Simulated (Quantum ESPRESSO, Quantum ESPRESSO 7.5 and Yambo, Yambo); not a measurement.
# PtSe2 (1T monolayer): G0W0 with Yambo, start to end

Aim: the G0W0 gap of PtSe2 (1T monolayer) on PBE, step by step.

Main program and level: Quantum ESPRESSO 7.5 and Yambo 5.3.0; PBE and many-body steps on it, plane waves.

**What was measured.**

- Gap 1.9 ± 0.05 eV: quasiparticle gap from STS, domains aligned with graphene; scanning tunneling spectroscopy; 8.5 K; monolayer (MBE-grown monolayer on epitaxial bilayer graphene, twist angle near 0 deg) on bilayer graphene on SiC(0001) (“Angular dependence of the interlayer coupling at the interface between two dimensional materials 1T-PtSe2 and graphene”, 2023, arxiv:2311.08165).

- Gap 2 ± 0.1 eV: gap of 1 ML on HOPG, earlier report; monolayer on HOPG (quoted in “Atomic-layer controlled THz Spintronic emission from Epitaxially grown Two dimensional PtSe2/ferromagnet heterostructures”, 2023, arxiv:2305.06895).

- Gap 1.95 ± 0.05 eV: quasiparticle gap of 1 ML from STS, average over islands; scanning tunnelling spectroscopy; monolayer (MBE-grown monolayer islands on bilayer graphene) on bilayer graphene on SiC(0001) (“Atomic-layer controlled THz Spintronic emission from Epitaxially grown Two dimensional PtSe2/ferromagnet heterostructures”, 2023, arxiv:2305.06895).

**1. Starting point**

The cell holds 3 atoms: 1 Pt and 2 Se. Its edges and angles: a = 3.751 Å, b = 3.751 Å, c = 15.000 Å, α = 90.0°, β = 90.0°, γ = 120.0°. Vacuum lies along c.

The structure was relaxed with PBE. The runs that relaxed it are not among those shown. Spin-orbit coupling is left out unless a step names it.

**2. Ground state**

This step: Quantum ESPRESSO 7.5; DFT, PBE, plane waves, norm-conserving pseudopotentials.

The ground-state density comes first.

Contents of pw.in:

```
&control
  calculation = 'scf'
  prefix = 'x'
  outdir = 'o'
  pseudo_dir = 'pseudo'
/
&system
  ibrav = 0
  nat = 3
  ntyp = 2
  ecutwfc = 104.0
  nbnd = 38
  force_symmorphic = .true.
/
&electrons
  conv_thr = 1e-10
  electron_maxstep = 80
  mixing_beta = 0.5
/
ATOMIC_SPECIES
  Pt 195.08 Pt.upf
  Se 78.971 Se.upf
CELL_PARAMETERS angstrom
  3.7512086839 0.0000000000 0.0000000000
  -1.8756043420 3.2486420151 0.0000000000
  0.0000000000 0.0000000000 15.0000000000
ATOMIC_POSITIONS crystal
  Pt 0.0000000000 0.0000000000 0.5000000000
  Se 0.3333333333 0.6666666667 0.5869754134
  Se 0.6666666667 0.3333333333 0.4130245866
K_POINTS automatic
  9 9 1 0 0 0
```

Launch:

```
> OMP_NUM_THREADS=1 mpirun -n 4 pw.x -nk 4 -in pw.in > pw.out
```

Log:

```text
Program PWSCF v.7.5 starts

     This program is part of the open-source Quantum ESPRESSO suite
     for quantum simulation of materials; please cite
         "P. Giannozzi et al., J. Phys.:Condens. Matter 21 395502 (2009);
         "P. Giannozzi et al., J. Phys.:Condens. Matter 29 465901 (2017);
         "P. Giannozzi et al., J. Chem. Phys. 152 154105 (2020);
     in publications or presentations arising from this work. More details at
     Message from routine setup:
     using ibrav=0 with symmetry is DISCOURAGED, use correct ibrav instead

     G-vector sticks info

     bravais-lattice index     =            0
     lattice parameter (alat)  =       7.0888  a.u.
     unit-cell volume          =    1233.5619 (a.u.)^3
     number of atoms/cell      =            3
     number of atomic types    =            2
     number of electrons       =        66.00
     number of Kohn-Sham states=           38
     kinetic-energy cutoff     =     104.0000  Ry
     charge density cutoff     =     416.0000  Ry
     scf convergence threshold =      1.0E-10
     mixing beta               =       0.5000
     number of iterations used =            8  plain     mixing
     Exchange-correlation= PBE
                           (   1   4   3   4   0   0   0)

     celldm(1)=   7.088757  celldm(2)=   0.000000  celldm(3)=   0.000000
     celldm(4)=   0.000000  celldm(5)=   0.000000  celldm(6)=   0.000000

     crystal axes: (cart. coord. in units of alat)
               a(1) = (   1.000000   0.000000   0.000000 )
               a(2) = (  -0.500000   0.866025   0.000000 )
               a(3) = (   0.000000   0.000000   3.998711 )

     reciprocal axes: (cart. coord. in units 2 pi/alat)
               b(1) = (  1.000000  0.577350 -0.000000 )
               b(2) = (  0.000000  1.154701  0.000000 )
               b(3) = (  0.000000 -0.000000  0.250081 )
     Pseudo is Norm-conserving + core correction, Zval = 18.0
     Generated using ONCVPSP code by D. R. Hamann
     Using radial grid of 1374 points,  8 beta functions with:
     Pseudo is Norm-conserving + core correction, Zval = 24.0
     Generated using ONCVPSP code by D. R. Hamann
     Using radial grid of 1214 points,  6 beta functions with:
     Pt               18.00   195.08000     Pt( 1.00)
     Se               24.00    78.97100     Se( 1.00)

     12 Sym. Ops., with inversion, found

   Cartesian axes

     site n.     atom                  positions (alat units)
         1        Pt     tau(   1) = (   0.0000000   0.0000000   1.9993556  )
         2        Se     tau(   2) = (  -0.0000000   0.5773503   2.3471451  )
         3        Se     tau(   3) = (   0.5000000   0.2886751   1.6515660  )

     number of k points=    12
                       cart. coord. in units 2pi/alat
        k(    1) = (   0.0000000   0.0000000   0.0000000), wk =   0.0246914
        k(    2) = (   0.0000000   0.1283001   0.0000000), wk =   0.1481481
        k(    3) = (   0.0000000   0.2566001   0.0000000), wk =   0.1481481
        k(    4) = (   0.0000000   0.3849002   0.0000000), wk =   0.1481481
        k(    5) = (   0.0000000   0.5132002   0.0000000), wk =   0.1481481
        k(    6) = (   0.1111111   0.1924501   0.0000000), wk =   0.1481481
        k(    7) = (   0.1111111   0.3207501   0.0000000), wk =   0.2962963
        k(    8) = (   0.1111111   0.4490502   0.0000000), wk =   0.2962963
        k(    9) = (   0.1111111   0.5773503   0.0000000), wk =   0.1481481
        k(   10) = (   0.2222222   0.3849002   0.0000000), wk =   0.1481481
        k(   11) = (   0.2222222   0.5132002   0.0000000), wk =   0.2962963
        k(   12) = (   0.3333333   0.5773503   0.0000000), wk =   0.0493827

     Dense  grid:   176333 G-vectors     FFT dimensions: (  48,  48, 192)

     Initial potential from superposition of free atoms

     starting charge      65.9997, renormalised to      66.0000
     Starting wfcs are   36 randomized atomic wfcs +    2 random wfcs

     per-process dynamical memory:   150.4 Mb

     Self-consistent Calculation

     iteration #  1     ecut=   104.00 Ry     beta= 0.50

     Threshold (ethr) on eigenvalues was too large:
     Diagonalizing with lowered threshold

     total energy              =   -1614.18130477 Ry
     estimated scf accuracy    <       0.31973097 Ry

     iteration #  2     ecut=   104.00 Ry     beta= 0.50

     total energy              =   -1614.23519769 Ry
     estimated scf accuracy    <       0.57621309 Ry

     iteration #  3     ecut=   104.00 Ry     beta= 0.50

     total energy              =   -1614.32208846 Ry
     estimated scf accuracy    <       0.00487842 Ry

     iteration #  4     ecut=   104.00 Ry     beta= 0.50

     total energy              =   -1614.32234840 Ry
     estimated scf accuracy    <       0.00096475 Ry

     iteration #  5     ecut=   104.00 Ry     beta= 0.50

     total energy              =   -1614.32241087 Ry
     estimated scf accuracy    <       0.00001696 Ry

     iteration #  6     ecut=   104.00 Ry     beta= 0.50

     total energy              =   -1614.32241554 Ry
     estimated scf accuracy    <       0.00000347 Ry

     iteration #  7     ecut=   104.00 Ry     beta= 0.50

     total energy              =   -1614.32241647 Ry
     estimated scf accuracy    <       0.00000057 Ry

     iteration #  8     ecut=   104.00 Ry     beta= 0.50

     total energy              =   -1614.32241649 Ry
     estimated scf accuracy    <       0.00000007 Ry

     iteration #  9     ecut=   104.00 Ry     beta= 0.50

     total energy              =   -1614.32241651 Ry
     estimated scf accuracy    <          7.9E-09 Ry

     iteration # 10     ecut=   104.00 Ry     beta= 0.50

     End of self-consistent calculation

          k = 0.0000 0.0000 0.0000 ( 22125 PWs)   bands (ev):

  -207.1274-207.1274-146.6148-146.6148-146.6147-146.6147-146.5687-146.5687
   -97.9356 -52.0852 -52.0852 -52.0081 -46.7891 -46.7891 -46.7876 -46.7876
   -46.7472 -46.7472 -46.7444 -46.7444 -46.7317 -46.7314 -13.3340 -11.5590
    -4.4340  -4.4340  -4.3839  -2.1851  -2.1851  -0.6046   0.0281   0.5605
     0.5605   3.5221   3.5221   4.9117   5.8464   6.0551

          k = 0.0000 0.1283 0.0000 ( 22166 PWs)   bands (ev):

  -207.1274-207.1274-146.6148-146.6147-146.6147-146.6147-146.5687-146.5687
   -97.9356 -52.0862 -52.0855 -52.0080 -46.7890 -46.7890 -46.7878 -46.7876
   -46.7471 -46.7469 -46.7447 -46.7445 -46.7317 -46.7314 -13.2064 -11.5704
    -4.4475  -4.3560  -4.2586  -2.3783  -2.2767  -1.0207   0.2421   0.5027
     0.5544   2.7643   3.3448   5.2673   6.0610   6.4050

          k = 0.0000 0.2566 0.0000 ( 22134 PWs)   bands (ev):

  -207.1274-207.1274-146.6148-146.6147-146.6147-146.6147-146.5687-146.5687
   -97.9356 -52.0887 -52.0862 -52.0078 -46.7888 -46.7886 -46.7882 -46.7876
   -46.7467 -46.7464 -46.7454 -46.7447 -46.7315 -46.7313 -12.8541 -11.6031
    -4.4360  -4.1701  -3.9579  -3.0475  -2.4075  -1.5162   0.1907   0.3294
     0.4557   1.9566   3.1398   5.9230   6.2947   6.6704

          k = 0.0000 0.3849 0.0000 ( 22140 PWs)   bands (ev):

     [... further k-points ...]

     highest occupied, lowest unoccupied level (ev):     0.5605    1.9566

!    total energy              =   -1614.32241651 Ry
     estimated scf accuracy    <          4.9E-11 Ry

     The total energy is the sum of the following terms:
     one-electron contribution =   -4371.14625566 Ry
     hartree contribution      =    2118.60446811 Ry
     xc contribution           =    -162.83942938 Ry
     ewald contribution        =     801.05880041 Ry

     convergence has been achieved in  10 iterations

     XML data file, charge density, pseudopotentials, collected wavefunctions

=------------------------------------------------------------------------------=
   JOB DONE.
=------------------------------------------------------------------------------=
```

It took 50 s on 4 MPI ranks of Arm Neoverse V1, shared host; peak memory 0.97 GiB; 3.3 min of CPU time.

Numbers from this step:

| Quantity | Value |
| --- | --- |
| total energy | -21963.9754 eV |
| gap | 1.396 eV |
| k of the valence top | 0, 0, 0 |
| k of the conduction bottom | 0, 0.2222, 0 |
| least direct gap | 1.501 eV |

The gap is indirect, with the least direct gap 0.10 eV higher.

**3. Empty states on the mesh, 6×6×1 mesh, 118 bands**

The sums over transitions need many empty states on a uniform mesh; this step solves for them.

Edit pw.in of step 2 so:

```diff
@@ -1,3 +1,3 @@
 &control
-  calculation = 'scf'
+  calculation = 'nscf'
   prefix = 'x'
@@ -11,3 +11,3 @@
   ecutwfc = 104.0
-  nbnd = 38
+  nbnd = 118
   force_symmorphic = .true.
@@ -15,5 +15,6 @@
 &electrons
-  conv_thr = 1e-10
+  conv_thr = 1e-9
   electron_maxstep = 80
-  mixing_beta = 0.5
+  diago_full_acc = .true.
+  diago_thr_init = 5e-6
 /
@@ -31,2 +32,2 @@
 K_POINTS automatic
-  9 9 1 0 0 0
+  6 6 1 0 0 0
```

Log:

```text
[banner, memory and clock lines left out]
Program PWSCF v.7.5 starts

     Atomic positions and unit cell read from directory:
     o/x.save/

     Message from routine setup:
     using ibrav=0 with symmetry is DISCOURAGED, use correct ibrav instead

     G-vector sticks info

     bravais-lattice index     =            0
     lattice parameter (alat)  =       7.0888  a.u.
     unit-cell volume          =    1233.5619 (a.u.)^3
     number of atoms/cell      =            3
     number of atomic types    =            2
     number of electrons       =        66.00
     number of Kohn-Sham states=          118
     kinetic-energy cutoff     =     104.0000  Ry
     charge density cutoff     =     416.0000  Ry
     Exchange-correlation= PBE
                           (   1   4   3   4   0   0   0)

     celldm(1)=   7.088757  celldm(2)=   0.000000  celldm(3)=   0.000000
     celldm(4)=   0.000000  celldm(5)=   0.000000  celldm(6)=   0.000000

     crystal axes: (cart. coord. in units of alat)
               a(1) = (   1.000000   0.000000   0.000000 )
               a(2) = (  -0.500000   0.866025   0.000000 )
               a(3) = (   0.000000   0.000000   3.998711 )

     reciprocal axes: (cart. coord. in units 2 pi/alat)
               b(1) = (  1.000000  0.577350 -0.000000 )
               b(2) = (  0.000000  1.154701  0.000000 )
               b(3) = (  0.000000 -0.000000  0.250081 )
     Pseudo is Norm-conserving + core correction, Zval = 18.0
     Generated using ONCVPSP code by D. R. Hamann
     Using radial grid of 1374 points,  8 beta functions with:
     Pseudo is Norm-conserving + core correction, Zval = 24.0
     Generated using ONCVPSP code by D. R. Hamann
     Using radial grid of 1214 points,  6 beta functions with:
     Pt               18.00   195.08000     Pt( 1.00)
     Se               24.00    78.97100     Se( 1.00)

     12 Sym. Ops., with inversion, found

   Cartesian axes

     site n.     atom                  positions (alat units)
         1        Pt     tau(   1) = (   0.0000000   0.0000000   1.9993556  )
         2        Se     tau(   2) = (  -0.0000000   0.5773503   2.3471451  )
         3        Se     tau(   3) = (   0.5000000   0.2886751   1.6515660  )

     number of k points=     7
                       cart. coord. in units 2pi/alat
        k(    1) = (   0.0000000   0.0000000   0.0000000), wk =   0.0555556
        k(    2) = (   0.0000000   0.1924501   0.0000000), wk =   0.3333333
        k(    3) = (   0.0000000   0.3849002   0.0000000), wk =   0.3333333
        k(    4) = (   0.0000000  -0.5773503   0.0000000), wk =   0.1666667
        k(    5) = (   0.1666667   0.2886751   0.0000000), wk =   0.3333333
        k(    6) = (   0.1666667   0.4811252   0.0000000), wk =   0.6666667
        k(    7) = (   0.3333333   0.5773503   0.0000000), wk =   0.1111111

     Dense  grid:   176333 G-vectors     FFT dimensions: (  48,  48, 192)

     The potential is recalculated from file :
     o/x.save/charge-density

     Starting wfcs are   36 randomized atomic wfcs +   82 random wfcs

     Band Structure Calculation

     End of band structure calculation

          k = 0.0000 0.0000 0.0000 ( 22125 PWs)   bands (ev):

  -207.1274-207.1274-146.6148-146.6148-146.6148-146.6148-146.5688-146.5688
   -97.9355 -52.0851 -52.0851 -52.0080 -46.7891 -46.7891 -46.7876 -46.7876
   -46.7472 -46.7472 -46.7445 -46.7445 -46.7318 -46.7314 -13.3340 -11.5590
    -4.4339  -4.4339  -4.3839  -2.1850  -2.1850  -0.6046   0.0281   0.5605
[...]
[... 3 further rows ...]
[...]
34.5641  34.5641  34.9211  35.0353  35.4537  35.8336

          k = 0.0000 0.1925 0.0000 ( 22126 PWs)   bands (ev):

  -207.1274-207.1274-146.6148-146.6148-146.6148-146.6148-146.5688-146.5688
[...]
[... 3 further rows ...]
[...]
34.7569  34.9393  35.2392  35.5393  35.9117  35.9873

          k = 0.0000 0.3849 0.0000 ( 22140 PWs)   bands (ev):

  -207.1274-207.1274-146.6148-146.6148-146.6148-146.6148-146.5688-146.5688
[...]
22.3277  23.0742  23.2370  23.3912  23.7947  23.9118  24.5078  24.5459
     [... 3 further rows ...]
    32.6322  32.8113  33.3457  33.4161  33.7411  33.7610  34.1367  34.3648
    34.6105  34.7075  34.7136  35.0110  35.5880  35.6871

          k = 0.0000-0.5774 0.0000 ( 21988 PWs)   bands (ev):

     [... further k-points ...]

     highest occupied, lowest unoccupied level (ev):     0.5608    2.2323

     XML data file, pseudopotentials, collected wavefunctions
```

Elapsed: 55 s, on 4 MPI ranks; peak memory 1.3 GiB.

This step gave:

* gap: 1.671 eV
* k of the valence top: 0.1667, 0.1667, 0
* k of the conduction bottom: 0, 0.1667, 0
* least direct gap: 1.743 eV
* k points computed: 7
* lowest point of the top converged band, above the valence top: 34.85 eV

On this mesh the gap is 1.671 eV. The earlier step found 1.396 eV, so this mesh misses an edge.

[end of part 1 of 2]

[Paths, hosts, dates, memory and timing lines, banners, echoed tables and standing remarks are left out of the program output.]

[Logs are printed without paths, hosts, clocks, repeated set-up lines and the standing remarks that a program may print on its own settings, such as how far it seeks lower states.]

[Runs of the session that timed out or met a known fault of the program may be left out.]

[Hosts, paths, dates, database ids (printed as entryN), source tags and the programs' standing remarks are cut or masked in the printed files.]
